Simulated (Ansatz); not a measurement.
## Si on Ta(110): change of the work function

Aim: the work function of Ta(110) at several coverages of Si (hollow site), and the dipole that each adsorbate carries.

Calculated with Ansatz 0.2.0; plane-wave DFT, PBE, Ansatz PAW.

## Step 1: The starting structure

The cell holds 4 atoms: 4 Ta. Its edges and angles: a = 2.867 Å, b = 2.867 Å, c = 25.022 Å, α = 90.0°, β = 90.0°, γ = 70.5°. Vacuum lies along c.

## Step 2: The clean slab

The bare slab comes first, as the zero from which every change is counted. The two lowest layers are held at bulk places and the upper ones relax. The dipole correction removes the false field that a one-sided slab makes across the periodic vacuum, so each face gets a flat vacuum level of its own.

input.yaml reads:

```yaml
crystal:
  lattice:
    - [2.3405234457, -1.655, 0.0]
    - [2.3405234457, 1.655, 0.0]
    - [0.0, 0.0, 25.0215703372]
  atoms:
    - { symbol: Ta, position: [0.0, 0.0, 0.3596896549] }
    - { symbol: Ta, position: [0.5, 0.5, 0.453229885] }
    - { symbol: Ta, position: [0.0, 0.0, 0.546770115] }
    - { symbol: Ta, position: [0.5, 0.5, 0.6403103451] }
kpoints:
  mp_grid: { grid: [12, 12, 1] }
hamiltonian:
  xc: pbe
scf:
  occupations: { method: fermi_dirac, width: 0.1 }
  convergence: { dr2_threshold: 1.0e-08 }
efield:
  axis: 3
  dipole_correction: true
  ramp_position: 0.97
  ramp_width: 0.06
relax:
  f_tol: 0.02
  max_steps: 60
  constraints: [{ sites: [0, 1] }]
output:
  write_potential: true
  write_density: true
  volumetric_format: npy
```

Launch:

```
> ansatz run input.yaml --threads 4 --pin off --max-ram 16384MiB --backend cpu --events-out ev --progress --plain --runs-dir out
```

Standard output:

```text
Engine: ansatz 0.2.0, aarch64-unknown-linux-gnu
Pseudopotentials: kind: paw
Pseudopotential: Ta, paw, valence charge 13, recommended cutoff 420 eV (normal), Ta.paw.azcp
Functional definition: PBE
  parameter kappa = 0.804
  parameter beta = 0.066725
  exchange = pbe_x(kappa = kappa, mu = beta*pi^2/3)
  correlation = pbe_c(beta = beta)
Crystal: 4 atoms, lattice volume = 193.845 Å³
Basis set: ecut = 420 eV, 3793 PW (Γ), exchange–correlation on 40×40×360 points (8 copies of the dense FFT grid, shifted against one another)
Bands: 32, of which v1, the nominal top of the filled ones, is band 26 counted from 1 (25 counted from 0)
Symmetry: 4 space group operations
k-points: 43 of 144
Non-local potential: Ta, projectors of the file, l = 0: 3, l = 1: 2, l = 2: 2, l = 3: 1
PAW form: soft (Blöchl's): semilocal exchange-correlation on the pseudo side does not see the compensation charge
PAW one-centre angular grid: Ta, 590 points (default); XC on 64 Gauss nodes
Initial density: superposition of atomic densities (neutral atoms: chi_scale 0, normalization atom), corrected by the library's trained network
Initial wavefunctions: pseudopotential atomic-orbital guess
Functional: x = pbe(κ = 0.804, μ = 0.219515), c = pbe(β = 0.066725)
SCF iter   1: F=—  HF=-39726.805781 eV  |F-HF|=—  |Δ(HF+E_count)|=         —  Δρ=5.76e-3  dr2=1.31e0  ethr=1.77e-3  p=0.000 e·Å  D=2.87e-15 V/Å  ΔV_dip=-0.00 eV  dr2_dipole=3.97e-7  V_vac-E_F(+/−)=4.99/4.99 eV  ⟨swp⟩=7.2  Hψ=6700  notcnv=0
efield: sawtooth ramp at fractional position 0.9700 (set: `efield.ramp_position`, or a place that a band, a saddle search or an elastic batch's reference lends), width 0.0600; the density the first Hamiltonian is built on has a dipole p = 0.000 e·Å; the dipole correction subtracts the counter field D = 2.87e-15 V/Å, which shifts the + side's vacuum level by -0.00 eV against the − side's; the planar-averaged density in the ramp window peaks in size at 1.7e-5 e/Å³
preconditioner: auto → LDOS  [metal: Δε(μ)=0.027 eV  Ē_g=3.845 eV  σ=0.100 eV  W_gap=0.07  n_scr=16 (ndim 8)  ℏωp=11.9 eV  f_vac=0.544  D(μ)=5.69/eV (n_scr^D=18)  β→1.0]
SCF iter   2: F=—  HF=-39726.762829 eV  |F-HF|=—  |Δ(HF+E_count)|=   4.30e-2  Δρ=1.63e-3  dr2=8.36e-3  ethr=1.77e-3  p=0.000 e·Å  D=1.67e-5 V/Å  ΔV_dip=-0.00 eV  dr2_dipole=3.15e-7  V_vac-E_F(+/−)=4.81/4.81 eV  ⟨swp⟩=1.4  Hψ=1741  notcnv=0
SCF iter   3: F=—  HF=-39726.763830 eV  |F-HF|=—  |Δ(HF+E_count)|=   1.00e-3  Δρ=5.10e-4  dr2=2.77e-3  ethr=1.61e-5  p=0.000 e·Å  D=3.06e-6 V/Å  ΔV_dip=-0.00 eV  dr2_dipole=3.35e-9  V_vac-E_F(+/−)=4.83/4.83 eV  ⟨swp⟩=2.9  Hψ=2823  notcnv=0
SCF iter   4: F=—  HF=-39726.763797 eV  |F-HF|=—  |Δ(HF+E_count)|=   3.32e-5  Δρ=1.73e-4  dr2=1.10e-4  ethr=5.34e-6  p=0.000 e·Å  D=2.16e-6 V/Å  ΔV_dip=-0.00 eV  dr2_dipole=4.75e-12  V_vac-E_F(+/−)=4.82/4.82 eV  ⟨swp⟩=2.3  Hψ=2226  notcnv=0
SCF iter   5: F=—  HF=-39726.763802 eV  |F-HF|=—  |Δ(HF+E_count)|=   5.00e-6  Δρ=5.33e-5  dr2=4.45e-6  ethr=2.12e-7  p=0.000 e·Å  D=1.34e-6 V/Å  ΔV_dip=-0.00 eV  dr2_dipole=4.23e-11  V_vac-E_F(+/−)=4.81/4.81 eV  ⟨swp⟩=2.5  Hψ=2216  notcnv=0
SCF iter   6: F=—  HF=-39726.763676 eV  |F-HF|=—  |Δ(HF+E_count)|=   1.25e-4  Δρ=2.05e-5  dr2=1.62e-6  ethr=8.57e-9  p=0.000 e·Å  D=6.97e-7 V/Å  ΔV_dip=-0.00 eV  dr2_dipole=2.92e-13  V_vac-E_F(+/−)=4.81/4.81 eV  ⟨swp⟩=2.7  Hψ=2519  notcnv=0
SCF iter   7: F=—  HF=-39726.763677 eV  |F-HF|=—  |Δ(HF+E_count)|=   4.16e-7  Δρ=5.04e-6  dr2=4.42e-8  ethr=3.12e-9  p=0.000 e·Å  D=3.02e-7 V/Å  ΔV_dip=-0.00 eV  dr2_dipole=1.73e-12  V_vac-E_F(+/−)=4.81/4.81 eV  ⟨swp⟩=2.7  Hψ=2586  notcnv=0
SCF iter   8: F=-39726.763677 eV  HF=-39726.763677 eV  |F-HF|=1.95e-8  |Δ(HF+E_count)|=   7.49e-8  Δρ=1.58e-6  dr2=3.85e-9  ethr=1.92e-11  p=0.000 e·Å  D=1.31e-7 V/Å  ΔV_dip=-0.00 eV  dr2_dipole=1.82e-13  V_vac-E_F(+/−)=4.81/4.81 eV  ⟨swp⟩=10.9  Hψ=10415  notcnv=0
SCF 1 converged in 8 iterations: F = -39726.763677 eV  dr2 = 3.85e-9
  greatest PAW one-centre occupation: 0.999 electrons in one spin orbital (limit 2), on the Ta atom at site 0 (counted from 0), in its partial waves of l = 0
relax step   1: F+E_penalty+E_count = -39726.76367691 eV  Δ(F+E_penalty+E_count) = +0.000e0 eV  max|allowed force component| = 4.148e-1 eV/Å  Δτ_max = 0.0000 Å  (8 SCF iters, accepted)
Initial density: handed on by an earlier stage of this run
Initial wavefunctions: those handed on with the density
iter 1 solved again at ethr=2.39e-3 eV; its pass at ethr=3.10e-3 eV (dr2=1.24e0 eV) is discarded
SCF iter   1: F=—  HF=-39726.839725 eV  |F-HF|=—  |Δ(HF+E_count)|=         —  Δρ=9.90e-3  dr2=1.15e0  ethr=2.39e-3  p=0.000 e·Å  D=1.07e-6 V/Å  ΔV_dip=-0.00 eV  dr2_dipole=5.18e-3  V_vac-E_F(+/−)=4.85/4.85 eV  ⟨swp⟩=1.1  Hψ=5524  notcnv=0
efield: sawtooth ramp at fractional position 0.9700 (set: `efield.ramp_position`, or a place that a band, a saddle search or an elastic batch's reference lends), width 0.0600; the density the first Hamiltonian is built on has a dipole p = 0.000 e·Å; the dipole correction subtracts the counter field D = 1.07e-6 V/Å, which shifts the + side's vacuum level by -0.00 eV against the − side's; the planar-averaged density in the ramp window peaks in size at 9.3e-6 e/Å³
preconditioner: auto → LDOS  [metal: Δε(μ)=0.002 eV  Ē_g=3.957 eV  σ=0.100 eV  W_gap=0.00  n_scr=16 (ndim 8)  ℏωp=11.9 eV  f_vac=0.555  D(μ)=5.52/eV (n_scr^D=18)  β→1.0]
SCF iter   2: F=—  HF=-39726.769057 eV  |F-HF|=—  |Δ(HF+E_count)|=   7.07e-2  Δρ=5.59e-3  dr2=2.66e-1  ethr=2.21e-3  p=0.012 e·Å  D=1.12e-2 V/Å  ΔV_dip=-0.28 eV  dr2_dipole=6.71e-3  V_vac-E_F(+/−)=4.53/4.81 eV  ⟨swp⟩=3.0  Hψ=2184  notcnv=0
SCF iter   3: F=—  HF=-39726.745759 eV  |F-HF|=—  |Δ(HF+E_count)|=   2.33e-2  Δρ=1.82e-3  dr2=2.99e-2  ethr=5.11e-4  p=0.006 e·Å  D=5.53e-3 V/Å  ΔV_dip=-0.14 eV  dr2_dipole=1.11e-3  V_vac-E_F(+/−)=4.69/4.83 eV  ⟨swp⟩=3.1  Hψ=2953  notcnv=0
SCF iter   4: F=—  HF=-39726.742032 eV  |F-HF|=—  |Δ(HF+E_count)|=   3.73e-3  Δρ=4.37e-4  dr2=8.85e-4  ethr=5.74e-5  p=0.006 e·Å  D=5.97e-3 V/Å  ΔV_dip=-0.15 eV  dr2_dipole=2.49e-5  V_vac-E_F(+/−)=4.67/4.82 eV  ⟨swp⟩=2.3  Hψ=2120  notcnv=0
SCF iter   5: F=—  HF=-39726.742227 eV  |F-HF|=—  |Δ(HF+E_count)|=   1.95e-4  Δρ=1.46e-4  dr2=1.02e-4  ethr=1.70e-6  p=0.006 e·Å  D=5.82e-3 V/Å  ΔV_dip=-0.15 eV  dr2_dipole=1.05e-5  V_vac-E_F(+/−)=4.68/4.82 eV  ⟨swp⟩=2.2  Hψ=2050  notcnv=0
SCF iter   6: F=—  HF=-39726.742256 eV  |F-HF|=—  |Δ(HF+E_count)|=   2.93e-5  Δρ=4.66e-5  dr2=2.46e-5  ethr=1.96e-7  p=0.006 e·Å  D=5.53e-3 V/Å  ΔV_dip=-0.14 eV  dr2_dipole=6.35e-6  V_vac-E_F(+/−)=4.68/4.82 eV  ⟨swp⟩=2.4  Hψ=2107  notcnv=0
SCF iter   7: F=—  HF=-39726.742246 eV  |F-HF|=—  |Δ(HF+E_count)|=   1.02e-5  Δρ=1.66e-5  dr2=2.34e-6  ethr=4.72e-8  p=0.006 e·Å  D=5.42e-3 V/Å  ΔV_dip=-0.14 eV  dr2_dipole=1.74e-8  V_vac-E_F(+/−)=4.69/4.82 eV  ⟨swp⟩=2.3  Hψ=1764  notcnv=0
SCF iter   8: F=—  HF=-39726.742124 eV  |F-HF|=—  |Δ(HF+E_count)|=   1.22e-4  Δρ=4.53e-6  dr2=6.34e-8  ethr=4.51e-9  p=0.006 e·Å  D=5.34e-3 V/Å  ΔV_dip=-0.13 eV  dr2_dipole=2.64e-9  V_vac-E_F(+/−)=4.69/4.82 eV  ⟨swp⟩=2.0  Hψ=1815  notcnv=0
SCF iter   9: F=—  HF=-39726.742124 eV  |F-HF|=—  |Δ(HF+E_count)|=   6.07e-8  Δρ=1.58e-6  dr2=1.93e-8  ethr=1.92e-11  p=0.006 e·Å  D=5.32e-3 V/Å  ΔV_dip=-0.13 eV  dr2_dipole=5.06e-9  V_vac-E_F(+/−)=4.69/4.82 eV  ⟨swp⟩=11.3  Hψ=10973  notcnv=0
SCF iter  10: F=-39726.742124 eV  HF=-39726.742124 eV  |F-HF|=1.79e-9  |Δ(HF+E_count)|=   1.34e-8  Δρ=5.81e-7  dr2=1.34e-9  ethr=1.92e-11  p=0.006 e·Å  D=5.31e-3 V/Å  ΔV_dip=-0.13 eV  dr2_dipole=4.40e-10  V_vac-E_F(+/−)=4.69/4.82 eV  ⟨swp⟩=10.0  Hψ=9405  notcnv=0
SCF 2 converged in 10 iterations: F = -39726.742124 eV  dr2 = 1.34e-9
  greatest PAW one-centre occupation: 1.000 electrons in one spin orbital (limit 2), on the Ta atom at site 3 (counted from 0), in its partial waves of l = 0
relax step   2: F+E_penalty+E_count = -39726.74212442 eV  Δ(F+E_penalty+E_count) = +2.155e-2 eV  max|allowed force component| = 7.793e-1 eV/Å  Δτ_max = 0.1926 Å  (10 SCF iters, rejected (line search))
iter 1 solved again at ethr=8.38e-4 eV; its pass at ethr=3.10e-3 eV (dr2=4.36e-1 eV) is discarded
SCF iter   1: F=—  HF=-39726.815846 eV  |F-HF|=—  |Δ(HF+E_count)|=         —  Δρ=5.63e-3  dr2=4.24e-1  ethr=8.38e-4  p=0.006 e·Å  D=5.31e-3 V/Å  ΔV_dip=-0.13 eV  dr2_dipole=4.73e-3  V_vac-E_F(+/−)=4.67/4.80 eV  ⟨swp⟩=1.2  Hψ=4821  notcnv=0
efield: sawtooth ramp at fractional position 0.9700 (set: `efield.ramp_position`, or a place that a band, a saddle search or an elastic batch's reference lends), width 0.0600; the density the first Hamiltonian is built on has a dipole p = 0.006 e·Å; the dipole correction subtracts the counter field D = 5.31e-3 V/Å, which shifts the + side's vacuum level by -0.13 eV against the − side's; the planar-averaged density in the ramp window peaks in size at 5.6e-6 e/Å³
preconditioner: auto → LDOS  [metal: Δε(μ)=0.011 eV  Ē_g=3.847 eV  σ=0.100 eV  W_gap=0.03  n_scr=16 (ndim 8)  ℏωp=11.9 eV  f_vac=0.548  D(μ)=5.97/eV (n_scr^D=30)  β→1.0]
SCF iter   2: F=—  HF=-39726.790129 eV  |F-HF|=—  |Δ(HF+E_count)|=   2.57e-2  Δρ=3.00e-3  dr2=5.27e-2  ethr=8.15e-4  p=-0.002 e·Å  D=-1.66e-3 V/Å  ΔV_dip=0.04 eV  dr2_dipole=2.68e-3  V_vac-E_F(+/−)=4.86/4.82 eV  ⟨swp⟩=2.7  Hψ=2118  notcnv=0
SCF iter   3: F=—  HF=-39726.784849 eV  |F-HF|=—  |Δ(HF+E_count)|=   5.28e-3  Δρ=1.14e-3  dr2=1.41e-2  ethr=1.01e-4  p=0.002 e·Å  D=2.13e-3 V/Å  ΔV_dip=-0.05 eV  dr2_dipole=1.26e-3  V_vac-E_F(+/−)=4.77/4.82 eV  ⟨swp⟩=2.8  Hψ=2591  notcnv=0
SCF iter   4: F=—  HF=-39726.783334 eV  |F-HF|=—  |Δ(HF+E_count)|=   1.52e-3  Δρ=3.41e-4  dr2=1.45e-3  ethr=2.72e-5  p=0.002 e·Å  D=1.77e-3 V/Å  ΔV_dip=-0.04 eV  dr2_dipole=2.49e-4  V_vac-E_F(+/−)=4.77/4.82 eV  ⟨swp⟩=2.0  Hψ=1772  notcnv=0
SCF iter   5: F=—  HF=-39726.783268 eV  |F-HF|=—  |Δ(HF+E_count)|=   6.56e-5  Δρ=1.01e-4  dr2=7.32e-5  ethr=2.78e-6  p=0.002 e·Å  D=1.73e-3 V/Å  ΔV_dip=-0.04 eV  dr2_dipole=4.36e-6  V_vac-E_F(+/−)=4.77/4.82 eV  ⟨swp⟩=2.1  Hψ=1774  notcnv=0
SCF iter   6: F=—  HF=-39726.783249 eV  |F-HF|=—  |Δ(HF+E_count)|=   1.90e-5  Δρ=2.91e-5  dr2=2.16e-6  ethr=1.41e-7  p=0.002 e·Å  D=1.85e-3 V/Å  ΔV_dip=-0.05 eV  dr2_dipole=9.87e-8  V_vac-E_F(+/−)=4.77/4.82 eV  ⟨swp⟩=2.8  Hψ=2503  notcnv=0
SCF iter   7: F=—  HF=-39726.783127 eV  |F-HF|=—  |Δ(HF+E_count)|=   1.22e-4  Δρ=1.01e-5  dr2=3.48e-7  ethr=4.15e-9  p=0.002 e·Å  D=1.92e-3 V/Å  ΔV_dip=-0.05 eV  dr2_dipole=1.11e-8  V_vac-E_F(+/−)=4.77/4.82 eV  ⟨swp⟩=2.3  Hψ=2301  notcnv=0
SCF iter   8: F=—  HF=-39726.783127 eV  |F-HF|=—  |Δ(HF+E_count)|=   2.34e-7  Δρ=2.98e-6  dr2=4.09e-8  ethr=6.70e-10  p=0.002 e·Å  D=1.98e-3 V/Å  ΔV_dip=-0.05 eV  dr2_dipole=1.09e-10  V_vac-E_F(+/−)=4.77/4.82 eV  ⟨swp⟩=2.3  Hψ=2073  notcnv=0
SCF iter   9: F=-39726.783127 eV  HF=-39726.783127 eV  |F-HF|=3.39e-9  |Δ(HF+E_count)|=   3.83e-8  Δρ=1.03e-6  dr2=5.51e-9  ethr=1.92e-11  p=0.002 e·Å  D=1.99e-3 V/Å  ΔV_dip=-0.05 eV  dr2_dipole=6.10e-10  V_vac-E_F(+/−)=4.77/4.82 eV  ⟨swp⟩=10.8  Hψ=10464  notcnv=0
SCF 3 converged in 9 iterations: F = -39726.783127 eV  dr2 = 5.51e-9
relax step   3: F+E_penalty+E_count = -39726.78312741 eV  Δ(F+E_penalty+E_count) = -1.945e-2 eV  max|allowed force component| = 1.779e-2 eV/Å  Δτ_max = 0.0888 Å  (9 SCF iters, accepted)
NSCF: frozen V_eff on 43 k-points
the band table was solved once a step of the walk had ended and its energy, with any forces and stress, was formed, with the checks that follow a solve (7258 applications of the Hamiltonian). They found nothing against the state; the energy, forces and stress were not computed again (output.eigenvalues in the input reference)
WARN: The output density's exchange-correlation potential varies sharply where the density is thin. Do not read a vacuum level from v_tot or v_xc, or from such a field of the output density. On a cell that repeats whose density bears no net charge and no dipole along the vacuum's axis use v_es (v_loc + v_h of the components); under efield.dipole_correction with no amplitude use v_es + v_field, which holds any externa [...]
SCF converged after 9 iterations
Free energy (F): -39726.783127 eV
Harris-Foulkes:  -39726.783127 eV  (|F-HF|=3.39e-9)
Internal energy: -39726.594280 eV  (E = F + TS)
E sigma→0 (E₀):  -39726.688704 eV
Entropy (-TS):   -0.188848 eV (-47.212 meV/atom)
Fermi energy:    4.106388 eV
Dipole field:    D = 0.002028 V/Å  (p = 0.002172 e·Å, saw-weighted, corrected)
Work function:   Φ+ = 4.7668 eV   Φ− = 4.8176 eV
Levels:          The Fermi level and band energies are counted from a zero that moves with the ramp; work functions are not
--- Per-component energies (eV) ---
  E_band       = -1175.816873
  E_kinetic    = 1457.922004
  E_local      = -55624.545187  (includes V_loc(G=0)·N_el)
  E_nonlocal   = 59.651063
  E_hartree    = 27096.646443
  E_xc         = -870.143284
  E_vxc        = -811.251716  (∫ρ·V_xc dr)
  E_paw        = -33585.914433  (= ΣΔE_a)
  E_vpaw       = -450.895849  (= ΣTr[D̂ρ^β])
  E_aug_tail   = 0.000571  (compensation charges beyond the density's cutoff)
  E_efield     = 0.000002  (sawtooth field / dipole correction)
  E_vefield    = 0.002282  (∫n·V_field dr)
  E_ewald      = 21739.788541
  E_smearing   = -0.188848  (= −TS)
  E_closure    = -0.000000  (closes the sum)
  Σ components = -39726.783127   (vs F -39726.783127, Δ=0.00e0)
--- Forces (eV/Å), atoms counted from 1 ---
  atom   1  Ta     0.00000000     0.00000000     0.43128867
  atom   2  Ta     0.00000000     0.00000000    -0.43322402
  atom   3  Ta     0.00000000     0.00000000    -0.01585177
  atom   4  Ta     0.00000000     0.00000000     0.01778526
  max |Σ_I F_I| component: 1.87e-6 eV/Å
--- Band table (eV; the first three rows and the last of 43) ---
  k-point 0: bands = [... 22 lower, 3.5859, 3.8018, 3.9092, 4.4738, 4.5203, 4.6621, 5.1191, 5.3470, ... 2 higher]
  k-point 1: bands = [... 22 lower, 3.5025, 3.7840, 3.9078, 4.2606, 4.4534, 4.7338, 5.0508, 5.2065, ... 2 higher]
  k-point 2: bands = [... 22 lower, 3.3305, 3.6231, 3.8165, 3.9022, 4.1304, 4.4107, 5.2264, 5.4658, ... 2 higher]
  k-point 42: bands = [... 22 lower, 2.9030, 3.3565, 4.2352, 5.6752, 5.9858, 6.4812, 6.5254, 6.5718, ... 2 higher]
--- Relaxed structure (3 steps of the walk, 2 accepted, 0 SCFs on fresh bases) ---
  F+E_penalty+E_count = -39726.78312741 eV   max|allowed force component| = 1.779e-2 eV/Å
  atoms:
    - { symbol: Ta, position: [0.0, 0.0, 0.3596896549] }
    - { symbol: Ta, position: [0.5, 0.5, 0.453230] }
    - { symbol: Ta, position: [0.0, 0.0, 0.546866] }
    - { symbol: Ta, position: [0.5, 0.5, 0.636762] }
```

Run time: 19 s. Hardware: 4 threads of Arm Neoverse V1, shared host; peak memory 0.57 GiB.

The column dr2 measures how far the density is from self-consistency, as an energy; F and HF (Harris–Foulkes) agree once it is small.

Relaxation path:

| step | energy less that of the first step (eV) | largest force component (eV/Å) |
| --- | --- | --- |
| 1 | 0.0000 | 0.4148 |
| 2 | 0.0216 | 0.7793 |
| 3 | -0.0194 | 0.0178 |

Relaxation step 2 was tried and not accepted.

Forces are held to the 4 operations that the program found; a distortion that breaks them can't arise in this run.

The atoms that moved most (Å):

| atom | dx | dy | dz | length |
| --- | --- | --- | --- | --- |
| Ta4 | 0.000 | 0.000 | -0.089 | 0.089 |

Final coordinates:

```xyz
4
Lattice="2.3405 -1.6550 0.0000 2.3405 1.6550 0.0000 0.0000 0.0000 25.0216" Properties=species:S:1:pos:R:3
Ta    0.0000    0.0000    9.0000
Ta    2.3405    0.0000   11.3405
Ta    0.0000    0.0000   13.6834
Ta    2.3405    0.0000   15.9328
```

Numbers from this step:

| Item | Value |
| --- | --- |
| energy at zero smearing | -39726.6887 eV |
| work function, upper face | 4.767 eV |
| work function, lower face | 4.818 eV |
| dipole along the normal | 0.002172 e·Å |
| step between the vacuum levels | -0.05074 eV |

Running mean over 2.341 Å of the planar mean; the ramp of the sawtooth is left out. The electron's electrostatic potential energy less the Fermi level by z:

```csv
z (Å),electron's electrostatic potential energy less the Fermi level (eV)
3.5,4.82
4.0,4.82
4.5,4.81
5.0,4.80
5.5,4.76
6.0,4.62
6.5,4.21
7.0,2.96
7.5,-0.234
8.0,-5.19
8.5,-8.90
9.0,-10.1
9.5,-10.1
10.0,-10.0
10.5,-10.00
11.0,-9.98
11.5,-9.97
12.0,-9.96
12.5,-9.95
13.0,-9.96
13.5,-10.0
14.0,-10.3
14.5,-10.7
15.0,-10.9
15.5,-10.5
16.0,-10.1
16.5,-8.57
17.0,-4.55
17.5,0.305
18.0,3.18
18.5,4.25
19.0,4.60
19.5,4.72
20.0,4.75
20.5,4.76
21.0,4.77
21.5,4.77
```

The relaxation took 3 steps and lowered the energy by 0.019 eV; the largest force on the free atoms ends at 0.018 eV/Å.

The work function of the upper face is 4.77 eV.

(Continued in part 2 of 4.)

[Long decimals in the printed logs are rounded to 6 places.]

[Logs are printed without paths, hosts, clocks, repeated set-up lines and the standing remarks that a program may print on its own settings, such as how far it seeks lower states.]

[Hosts, paths, dates, database ids (printed as entryN), source tags and the programs' standing remarks are cut or masked in the printed files.]

[Maps of the electrostatic potential energy from Ansatz leave out the sawtooth potential of an applied field or a dipole correction, so their vacuum need not be flat; planar profiles and work functions include it.]
